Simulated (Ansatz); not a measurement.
# A scaling study of G0W0 on RbAsF6 (R-3)

Wanted: scaling of time and memory of G0W0 for RbAsF6 (R-3), at one physical accuracy.

Program: Ansatz 0.2.0. Level of theory: G0W0 on LDA, plane waves, PAW. Values are calculated unless marked as measured.

### Step 1. Set-up

The structure is trigonal, space group R-3 (No. 148). Conventional cell: a = 7.435 Å, b = 7.435 Å, c = 7.428 Å, α = 90.00°, β = 90.00°, γ = 120.00°. Nearest to Rb lie 12 F at 2.94 to 3.05 Å. As has 6 F at 1.75 Å nearest. Nearest to F lie 1 As at 1.75 Å and 2 Rb at 2.94 to 3.05 Å. Farther neighbours, and contacts between anions beyond the nearest, are not listed.

The cell and positions are those that the Materials Project relaxed with its own functionals (PBE, PBE+U or r2SCAN), kept fixed. The default PAW set here is soft_2. Its files were made with PBE.

### Step 2. 8 atoms (1×1×1 cells), 2×2×2 mesh

G0W0 replaces the xc potential by the self-energy, built once from these orbitals. Only a window of levels is corrected, while the sums run over the empty bands that the input names.

File input.yaml:

```yaml
crystal:
  lattice:
    - [3.7174588025, 2.1462758403, 2.4758804286]
    - [-3.7174588025, 2.1462758403, 2.4758804286]
    - [0.0, -4.2925516806, 2.4758804286]
  atoms:
    - { symbol: Rb, position: [0.5, 0.5, 0.5] }
    - { symbol: As, position: [0.0, 0.0, 0.0] }
    - { symbol: F, position: [0.0774148, 0.71201214, 0.79961164] }
    - { symbol: F, position: [0.79961164, 0.0774148, 0.71201214] }
    - { symbol: F, position: [0.28798786, 0.20038836, 0.9225852] }
    - { symbol: F, position: [0.20038836, 0.9225852, 0.28798786] }
    - { symbol: F, position: [0.9225852, 0.28798786, 0.20038836] }
    - { symbol: F, position: [0.71201214, 0.79961164, 0.0774148] }
kpoints:
  mp_grid: { grid: [2, 2, 2] }
hamiltonian:
  xc: lda
scf:
  occupations: { method: fixed }
gw:
  n_empty_bands: 125
  ecut_chi: 60.0
  qp_bands: [v1, c1]
  qp_kpoints: band_edges
  screening: { model: contour_deformation }
```

On the command line:

```console
ansatz run input.yaml --threads 16 --pin off --max-ram 36864MiB --backend cpu --events-out ev --progress --plain --runs-dir out
```

Standard output:

```text
Engine: ansatz 0.2.0, aarch64-unknown-linux-gnu
Pseudopotentials: kind: paw
Pseudopotential: Rb, paw, valence charge 9, recommended cutoff 420 eV (normal), Rb.paw.azcp
Pseudopotential: As, paw, valence charge 15, recommended cutoff 420 eV (normal), As.paw.azcp
Pseudopotential: F, paw, valence charge 7, recommended cutoff 420 eV (normal), F.paw.azcp
Functional definition: SPW92
  exchange = slater_x
  correlation = pw_c
Crystal: 8 atoms, lattice volume = 118.526 Å³
Basis set: ecut = 420 eV, 2307 PW (Γ)
Bands: 41, of which v1, the nominal top of the filled ones, is band 33 counted from 1 (32 counted from 0)
Symmetry: 6 space group operations
Space group: R-3 (ITA 148), of the structure as read, at distance tolerance 4.9e-5 Å
k-points: 4 of 8
Non-local potential: Rb, projectors of the file, l = 0: 3, l = 1: 2, l = 2: 2
Non-local potential: As, projectors of the file, l = 0: 2, l = 1: 2, l = 2: 3, l = 3: 1
Non-local potential: F, projectors of the file, l = 0: 2, l = 1: 2, l = 2: 1
PAW form: soft (Blöchl's): semilocal exchange-correlation on the pseudo side does not see the compensation charge
PAW frozen core: Rb, regenerated for the run's functional, and the local potential with it (the file was generated under x = pbe(κ = 0.804, μ = 0.219515), c = pbe(β = 0.066725))
PAW frozen core: As, regenerated for the run's functional, and the local potential with it (the file was generated under x = pbe(κ = 0.804, μ = 0.219515), c = pbe(β = 0.066725))
PAW frozen core: F, regenerated for the run's functional, and the local potential with it (the file was generated under x = pbe(κ = 0.804, μ = 0.219515), c = pbe(β = 0.066725))
PAW one-centre angular grid: Rb, 110 points (default); XC on 64 Gauss nodes
PAW one-centre angular grid: As, 590 points (default); XC on 64 Gauss nodes
PAW one-centre angular grid: F, 110 points (default); XC on 64 Gauss nodes
Initial density: superposition of atomic densities (neutral atoms: chi_scale 0, normalization atom), corrected by the library's trained network
Initial wavefunctions: pseudopotential atomic-orbital guess
Functional: x = slater, c = lda
SCF iter   1: F=—  HF=-12709.857673 eV  |F-HF|=—  |Δ(HF+E_count)|=         —  Δρ=1.66e-2  dr2=2.27e-1  ethr=1.77e-3  ⟨swp⟩=4.5  Hψ=629  notcnv=0  defer=21
preconditioner: auto → Resta (q_TF=auto, 2.475 Å⁻¹)  ε∞=3.0  [insulator: Δε(μ)=5.287 eV  Ē_g=18.021 eV  n_scr=24 (ndim 8)  ℏωp=25.5 eV  f_vac=0.182  ε∞_Penn≈3.0]
SCF iter   2: F=—  HF=-12709.790174 eV  |F-HF|=—  |Δ(HF+E_count)|=   6.75e-2  Δρ=3.71e-3  dr2=5.39e-3  ethr=3.45e-4  ⟨swp⟩=2.0  Hψ=276  notcnv=0  defer=24
SCF iter   3: F=—  HF=-12709.788618 eV  |F-HF|=—  |Δ(HF+E_count)|=   1.56e-3  Δρ=1.68e-3  dr2=1.97e-3  ethr=8.16e-6  ⟨swp⟩=2.0  Hψ=296  notcnv=0  defer=24
SCF iter   4: F=—  HF=-12709.788390 eV  |F-HF|=—  |Δ(HF+E_count)|=   2.28e-4  Δρ=7.11e-4  dr2=4.12e-4  ethr=2.99e-6  ⟨swp⟩=2.0  Hψ=292  notcnv=0  defer=24
SCF iter   5: F=—  HF=-12709.788184 eV  |F-HF|=—  |Δ(HF+E_count)|=   2.06e-4  Δρ=1.74e-4  dr2=3.01e-5  ethr=6.25e-7  ⟨swp⟩=3.0  Hψ=274  notcnv=0  defer=16
SCF iter   6: F=—  HF=-12709.788181 eV  |F-HF|=—  |Δ(HF+E_count)|=   2.94e-6  Δρ=1.77e-5  dr2=4.94e-7  ethr=4.56e-8  ⟨swp⟩=3.0  Hψ=281  notcnv=0  defer=8
SCF iter   7: F=-12709.788181 eV  HF=-12709.788181 eV  |F-HF|=3.52e-9  |Δ(HF+E_count)|=   1.27e-7  Δρ=2.60e-6  dr2=8.86e-9  ethr=1.52e-10  ⟨swp⟩=9.8  Hψ=646  notcnv=0
SCF 1 converged in 7 iterations: F = -12709.788181 eV  dr2 = 8.86e-9
[...]
NSCF: frozen V_eff on 4 k-points
G₀W₀ screening: q 1/4
[... further progress lines ...]
NSCF: frozen V_eff on 1 k-points
NSCF: frozen V_eff on 1 k-points
SCF converged after 7 iterations
Free energy (F): -12709.788181 eV
Harris-Foulkes:  -12709.788181 eV  (|F-HF|=3.52e-9)
Internal energy: -12709.788181 eV  (E = F + TS)
E sigma→0 (E₀):  -12709.788181 eV
Fermi energy:    0.461788 eV
--- Per-component energies (eV) ---
  E_band       = -717.971256
  E_kinetic    = 1527.127406
  E_local      = -7513.917735  (includes V_loc(G=0)·N_el)
  E_nonlocal   = -24.697393
  E_hartree    = 3171.250842
  E_xc         = -671.917819
  E_vxc        = -817.063875  (∫ρ·V_xc dr)
  E_paw        = -5412.474553  (= ΣΔE_a)
  E_vpaw       = -231.937789  (= ΣTr[D̂ρ^β])
  E_aug_tail   = 0.012045  (compensation charges beyond the density's cutoff)
  E_ewald      = -3788.196974
  E_core_change = 3.026000  (= ΣΔE_core)
  E_smearing   = -0.000000  (= −TS)
  E_closure    = -0.000000  (closes the sum)
  Σ components = -12709.788181   (vs F -12709.788181, Δ=0.00e0)
--- Band table (eV) ---
  k-point 0: bands = [... 29 lower, -0.0858, 0.1116, 0.1116, 0.4618, 5.9108, 10.2693, 11.9353, 11.9353, ... 4 higher]
  k-point 1: bands = [... 29 lower, -0.1080, 0.1876, 0.3304, 0.4193, 6.7084, 10.1304, 11.0279, 11.9506, ... 4 higher]
  k-point 2: bands = [... 29 lower, -0.1864, 0.1625, 0.3194, 0.3822, 6.7753, 11.3000, 11.4359, 11.7776, ... 4 higher]
  k-point 3: bands = [... 29 lower, -0.1678, 0.1895, 0.3511, 0.3511, 6.8517, 11.3723, 11.5600, 11.5600, ... 4 higher]
--- G₀W₀: contour deformation, 5 samples at zero and on the imaginary axis and 0 off it, 8 q-points, 125 empty bands' worth ---
  eigenvalues of the whole cell's RPA ε∞ on this k-mesh (on a slab, of 1 + 4πα/V) = 2.0268, 2.0268, 2.0534; static W/v taken at q = 0 is 0.491338
  bands read: the sum over 158 bands ends inside a degenerate multiplet in 2 slots, whose members it reads at an even weight; the widest, k=0: bands 158 to 159 (counted from 1) at 1/2 each
  gw.qp_kpoints: band_edges: 4 of 4 stored k-points solved, in 1 pass; an edge of the gap read off the rows below is read off those points alone
    ik  band        ε_KS         Σx   Σc(E_QP)       V_xc       Z   E_QP_lin       E_QP  E_QP is
     0    33      0.4618   -32.6974     5.8005   -24.5887  0.8031    -1.9076    -1.8464  root
     0    34      5.9108   -14.7603    -2.7810   -20.3661  0.8650     8.7785     8.7356  root
     1    33      0.4193   -32.6762     5.7940   -24.5724  0.8030    -1.9519    -1.8905  root
     1    34      6.7084   -17.9214    -2.7503   -23.9695  0.8525    10.0727    10.0063  root
     2    33      0.3822   -32.6434     5.7698   -24.5734  0.8033    -1.9784    -1.9179  root
     2    34      6.7753   -17.9563    -2.7586   -24.0591  0.8519    10.1883    10.1194  root
     3    33      0.3511   -32.5919     5.7679   -24.5197  0.8032    -2.0141    -1.9531  root
     3    34      6.8517   -18.2156    -2.7611   -24.3756  0.8508    10.3227    10.2505  root
```

Run time: 2 s. Hardware: 16 threads of Arm Neoverse V1, shared host; peak memory 0.58 GiB.

Read from the output:

| Item | Value |
| --- | --- |
| bands summed | 158 |
| RPA ε∞ on this mesh (eigenvalues) | 2.027, 2.027, 2.053 |
| plane waves in the screening matrix | 129 |
| q-points in the mesh | 8 |
| G0W0 gap on the mesh | 10.58 eV |
| k of the valence top | 0, 0, 0 |
| k of the conduction bottom | 0, 0, 0 |
| starting gap on the mesh | 5.449 eV |
| Z at the valence top | 0.8031 |
| Z at the conduction bottom | 0.8650 |
| least direct G0W0 gap on the computed points | 10.58 eV |

The gap on the mesh goes from 5.45 eV to 10.58 eV, a correction of +5.13 eV. Between the two edge states, bare exchange in place of the xc potential would open the gap by 13.71 eV, and correlation takes back 8.58 eV.

### Step 3. No symmetry, 2×2×2 mesh

input.yaml: that of step 2 with these lines changed.

```diff
@@ -14,2 +14,3 @@
     - { symbol: F, position: [0.71201214, 0.79961164, 0.0774148] }
+  symmetry: { detect: false }
 kpoints:
```

Standard output:

```text
[...]
Crystal: 8 atoms, lattice volume = 118.526 Å³
Basis set: ecut = 420 eV, 2307 PW (Γ)
Bands: 41, of which v1, the nominal top of the filled ones, is band 33 counted from 1 (32 counted from 0)
Symmetry: 1 space group operations
k-points: 8
[...]
SCF iter   1: F=—  HF=-12709.857287 eV  |F-HF|=—  |Δ(HF+E_count)|=         —  Δρ=1.65e-2  dr2=2.26e-1  ethr=1.77e-3  ⟨swp⟩=4.4  Hψ=1221  notcnv=0  defer=43
[...]
3    34      6.7753   -17.9564    -2.7586   -24.0591  0.8519    10.1882    10.1194  root
[...]
6    33      0.3822   -32.6434     5.7698   -24.5735  0.8033    -1.9785    -1.9179  root
     6    34      6.7753   -17.9564    -2.7586   -24.0591  0.8519    10.1882    10.1194  root
     7    33      0.3511   -32.5919     5.7679   -24.5197  0.8032    -2.0141    -1.9531  root
     7    34      6.8516   -18.2156    -2.7611   -24.3756  0.8508    10.3227    10.2505  root
[key lines of the parts left out:]
SCF converged after 8 iterations
Free energy (F): -12709.788181 eV
Fermi energy:    0.461752 eV
```

It took 3.7 s on 16 threads; peak memory 0.83 GiB.

Numbers from this step:

| Property | Result |
| --- | --- |
| bands summed | 158 |
| RPA ε∞ on this mesh (eigenvalues) | 2.027, 2.027, 2.053 |
| plane waves in the screening matrix | 129 |
| G0W0 gap on the mesh | 10.58 eV |
| k of the valence top | 0, 0, 0 |
| k of the conduction bottom | 0, 0, 0 |
| starting gap on the mesh | 5.449 eV |
| least direct G0W0 gap on the computed points | 10.58 eV |

Against the run with 2×2×2 mesh, 125 empty bands, screening to 60 eV, the gap moves by +0.000 eV.

### Step 4. 1 thread, 2×2×2 mesh

input.yaml: that of step 3 with these lines changed.

```diff
@@ -14,3 +14,2 @@
     - { symbol: F, position: [0.71201214, 0.79961164, 0.0774148] }
-  symmetry: { detect: false }
 kpoints:
```

On the command line:

```console
ansatz run input.yaml --threads 1 --pin off --max-ram 36864MiB --backend cpu --events-out ev --progress --plain --runs-dir out
```

Standard output:

```text
[...]
Crystal: 8 atoms, lattice volume = 118.526 Å³
Basis set: ecut = 420 eV, 2307 PW (Γ)
Bands: 41, of which v1, the nominal top of the filled ones, is band 33 counted from 1 (32 counted from 0)
Symmetry: 6 space group operations
[...]
k-points: 4 of 8
[...]
1    33      0.4193   -32.6762     5.7940   -24.5724  0.8030    -1.9519    -1.8905  root
     1    34      6.7084   -17.9214    -2.7503   -23.9695  0.8525    10.0727    10.0063  root
     2    33      0.3822   -32.6434     5.7698   -24.5734  0.8033    -1.9784    -1.9179  root
     2    34      6.7753   -17.9563    -2.7586   -24.0591  0.8519    10.1883    10.1194  root
     3    33      0.3511   -32.5919     5.7679   -24.5197  0.8032    -2.0141    -1.9531  root
     3    34      6.8517   -18.2156    -2.7611   -24.3756  0.8508    10.3227    10.2505  root
[key lines of the parts left out:]
SCF converged after 7 iterations
Free energy (F): -12709.788181 eV
Fermi energy:    0.461788 eV
```

The job ended after 12 s (1 thread; peak memory 0.35 GiB).

Numbers from this step:

- bands summed: 158
- RPA ε∞ on this mesh (eigenvalues): 2.027, 2.027, 2.053
- plane waves in the screening matrix: 129
- G0W0 gap on the mesh: 10.58 eV
- k of the valence top: 0, 0, 0
- k of the conduction bottom: 0, 0, 0
- starting gap on the mesh: 5.449 eV
- least direct G0W0 gap on the computed points: 10.58 eV

Against the run with 2×2×2 mesh, 125 empty bands, screening to 60 eV, the gap moves by +0.000 eV.

### Step 5. 2 threads, 2×2×2 mesh

input.yaml is that of step 4.

On the command line:

```console
ansatz run input.yaml --threads 2 --pin off --max-ram 36864MiB --backend cpu --events-out ev --progress --plain --runs-dir out
```

Standard output:

```text
[...]
Crystal: 8 atoms, lattice volume = 118.526 Å³
Basis set: ecut = 420 eV, 2307 PW (Γ)
Bands: 41, of which v1, the nominal top of the filled ones, is band 33 counted from 1 (32 counted from 0)
Symmetry: 6 space group operations
[...]
k-points: 4 of 8
[...]
1    33      0.4193   -32.6762     5.7940   -24.5724  0.8030    -1.9519    -1.8905  root
     1    34      6.7084   -17.9214    -2.7503   -23.9695  0.8525    10.0727    10.0063  root
     2    33      0.3822   -32.6434     5.7698   -24.5734  0.8033    -1.9784    -1.9179  root
     2    34      6.7753   -17.9563    -2.7586   -24.0591  0.8519    10.1883    10.1194  root
     3    33      0.3511   -32.5919     5.7679   -24.5197  0.8032    -2.0141    -1.9531  root
     3    34      6.8517   -18.2156    -2.7611   -24.3756  0.8508    10.3227    10.2505  root
[key lines of the parts left out:]
SCF converged after 7 iterations
Free energy (F): -12709.788181 eV
Fermi energy:    0.461788 eV
```

The job ended after 6.4 s (2 threads; peak memory 0.42 GiB).

Numbers from this step:

- bands summed: 158
- RPA ε∞ on this mesh (eigenvalues): 2.027, 2.027, 2.053
- plane waves in the screening matrix: 129
- G0W0 gap on the mesh: 10.58 eV
- k of the valence top: 0, 0, 0
- k of the conduction bottom: 0, 0, 0
- starting gap on the mesh: 5.449 eV
- least direct G0W0 gap on the computed points: 10.58 eV

Against the run with 2×2×2 mesh, 125 empty bands, screening to 60 eV, the gap moves by +0.000 eV.

### Step 6. 4 threads, 2×2×2 mesh

input.yaml is that of step 5.

On the command line:

```console
ansatz run input.yaml --threads 4 --pin off --max-ram 36864MiB --backend cpu --events-out ev --progress --plain --runs-dir out
```

Standard output:

```text
[...]
Crystal: 8 atoms, lattice volume = 118.526 Å³
Basis set: ecut = 420 eV, 2307 PW (Γ)
Bands: 41, of which v1, the nominal top of the filled ones, is band 33 counted from 1 (32 counted from 0)
Symmetry: 6 space group operations
[...]
k-points: 4 of 8
[...]
1    33      0.4193   -32.6762     5.7940   -24.5724  0.8030    -1.9519    -1.8905  root
     1    34      6.7084   -17.9214    -2.7503   -23.9695  0.8525    10.0727    10.0063  root
     2    33      0.3822   -32.6434     5.7698   -24.5734  0.8033    -1.9784    -1.9179  root
     2    34      6.7753   -17.9563    -2.7586   -24.0591  0.8519    10.1883    10.1194  root
     3    33      0.3511   -32.5919     5.7679   -24.5197  0.8032    -2.0141    -1.9531  root
     3    34      6.8517   -18.2156    -2.7611   -24.3756  0.8508    10.3227    10.2505  root
[key lines of the parts left out:]
SCF converged after 7 iterations
Free energy (F): -12709.788181 eV
Fermi energy:    0.461788 eV
```

The job ended after 3.6 s (4 threads; peak memory 0.56 GiB).

Numbers from this step:

(Unchanged from step 3.)

Against the run with 2×2×2 mesh, 125 empty bands, screening to 60 eV, the gap moves by +0.000 eV.

### Step 7. 8 threads, 2×2×2 mesh

input.yaml is that of step 6.

On the command line:

```console
ansatz run input.yaml --threads 8 --pin off --max-ram 36864MiB --backend cpu --events-out ev --progress --plain --runs-dir out
```

Standard output:

```text
[...]
Crystal: 8 atoms, lattice volume = 118.526 Å³
Basis set: ecut = 420 eV, 2307 PW (Γ)
Bands: 41, of which v1, the nominal top of the filled ones, is band 33 counted from 1 (32 counted from 0)
Symmetry: 6 space group operations
[...]
k-points: 4 of 8
[...]
1    33      0.4193   -32.6762     5.7940   -24.5724  0.8030    -1.9519    -1.8905  root
     1    34      6.7084   -17.9214    -2.7503   -23.9695  0.8525    10.0727    10.0063  root
     2    33      0.3822   -32.6434     5.7698   -24.5734  0.8033    -1.9784    -1.9179  root
     2    34      6.7753   -17.9563    -2.7586   -24.0591  0.8519    10.1883    10.1194  root
     3    33      0.3511   -32.5919     5.7679   -24.5197  0.8032    -2.0141    -1.9531  root
     3    34      6.8517   -18.2156    -2.7611   -24.3756  0.8508    10.3227    10.2505  root
[key lines of the parts left out:]
SCF converged after 7 iterations
Free energy (F): -12709.788181 eV
Fermi energy:    0.461788 eV
```

Elapsed: 2.5 s, on 8 threads; peak memory 0.57 GiB.

Numbers from this step:

(Unchanged from step 3.)

Against the run with 2×2×2 mesh, 125 empty bands, screening to 60 eV, the gap moves by +0.000 eV.

### Step 8. 16 atoms (1×1×2 cells), 2×2×1 mesh

File input.yaml:

```yaml
crystal:
  lattice:
    - [3.7174588025, 2.1462758403, 2.4758804286]
    - [-3.7174588025, 2.1462758403, 2.4758804286]
    - [0.0, -8.5851033612, 4.9517608572]
  atoms:
    - { symbol: Rb, position: [0.5, 0.5, 0.25] }
    - { symbol: As, position: [0.0, 0.0, 0.0] }
    - { symbol: F, position: [0.0774148, 0.71201214, 0.39980582] }
    - { symbol: F, position: [0.79961164, 0.0774148, 0.35600607] }
    - { symbol: F, position: [0.28798786, 0.20038836, 0.4612926] }
    - { symbol: F, position: [0.20038836, 0.9225852, 0.14399393] }
    - { symbol: F, position: [0.9225852, 0.28798786, 0.10019418] }
    - { symbol: F, position: [0.71201214, 0.79961164, 0.0387074] }
    - { symbol: Rb, position: [0.5, 0.5, 0.75] }
    - { symbol: As, position: [0.0, 0.0, 0.5] }
    - { symbol: F, position: [0.0774148, 0.71201214, 0.89980582] }
    - { symbol: F, position: [0.79961164, 0.0774148, 0.85600607] }
    - { symbol: F, position: [0.28798786, 0.20038836, 0.9612926] }
    - { symbol: F, position: [0.20038836, 0.9225852, 0.64399393] }
    - { symbol: F, position: [0.9225852, 0.28798786, 0.60019418] }
    - { symbol: F, position: [0.71201214, 0.79961164, 0.5387074] }
kpoints:
  mp_grid: { grid: [2, 2, 1] }
hamiltonian:
  xc: lda
scf:
  occupations: { method: fixed }
gw:
  n_empty_bands: 250
  ecut_chi: 60.0
  qp_bands: [v1, c1]
  qp_kpoints: band_edges
  screening: { model: contour_deformation }
```

On the command line:

```console
ansatz run input.yaml --threads 16 --pin off --max-ram 36864MiB --backend cpu --events-out ev --progress --plain --runs-dir out
```

Standard output:

```text
[...]
Crystal: 16 atoms, lattice volume = 237.051 Å³
Basis set: ecut = 420 eV, 4629 PW (Γ)
Bands: 82, of which v1, the nominal top of the filled ones, is band 66 counted from 1 (65 counted from 0)
Symmetry: 4 space group operations
[...]
k-points: 4
[...]
1    66      0.4193   -32.6762     5.7939   -24.5724  0.8030    -1.9521    -1.8906  root
     1    67      6.7084   -17.9214    -2.7500   -23.9696  0.8525    10.0729    10.0065  root
     2    66      0.4193   -32.6762     5.7939   -24.5724  0.8030    -1.9521    -1.8907  root
     2    67      6.7084   -17.9214    -2.7500   -23.9696  0.8525    10.0729    10.0065  root
     3    66      0.3822   -32.6434     5.7696   -24.5734  0.8033    -1.9787    -1.9181  root
     3    67      6.7753   -17.9564    -2.7583   -24.0591  0.8519    10.1885    10.1197  root
[key lines of the parts left out:]
SCF converged after 8 iterations
Free energy (F): -25419.576362 eV
Fermi energy:    0.461743 eV
```

Run time: 8.3 s. Hardware: 16 threads; peak memory 1.6 GiB.

Read from the output:

```yaml
bands_summed: 316
rpa_eps_infinity_on_this_mesh_eigenvalues: 2.027, 2.027, 2.053
plane_waves_in_the_screening_matrix: 251
g0w0_gap_on_the_mesh: 10.58 eV
k_of_the_valence_top: 0, 0, 0
k_of_the_conduction_bottom: 0, 0, 0
starting_gap_on_the_mesh: 5.449 eV
least_direct_g0w0_gap_on_the_computed_points: 10.58 eV
```

The gap on the mesh goes from 5.45 eV to 10.58 eV, a correction of +5.13 eV. Between the two edge states, bare exchange in place of the xc potential would open the gap by 13.71 eV, and correlation takes back 8.58 eV.

(Continued in part 2 of 2.)

[Long decimals in the printed logs are rounded to 6 places.]

[Logs are printed without paths, hosts, clocks, repeated set-up lines and the standing remarks that a program may print on its own settings, such as how far it seeks lower states.]

[Paths, hosts, dates, memory and timing lines, banners, echoed tables and standing remarks are left out of the program output; an Ansatz launch command may be rebuilt from the run's recorded settings. Measured values are a selection of at most five: reports struck by readers or far from the other reports are left out. None is set beside runs whose start may be inverted or whose files or cutoffs have a known fault.]

[Runs of the session that timed out or met a known fault of the program may be left out.]

[Cells called generated may have been cut or substituted from an entry of the Crystallography Open Database or the Materials Project.]

[Hosts, paths, dates, database ids (printed as entryN), source tags and the programs' standing remarks are cut or masked in the printed files.]

[Where the starting crystal was built by hand or by swapping elements, it need not be the compound's stable phase.]
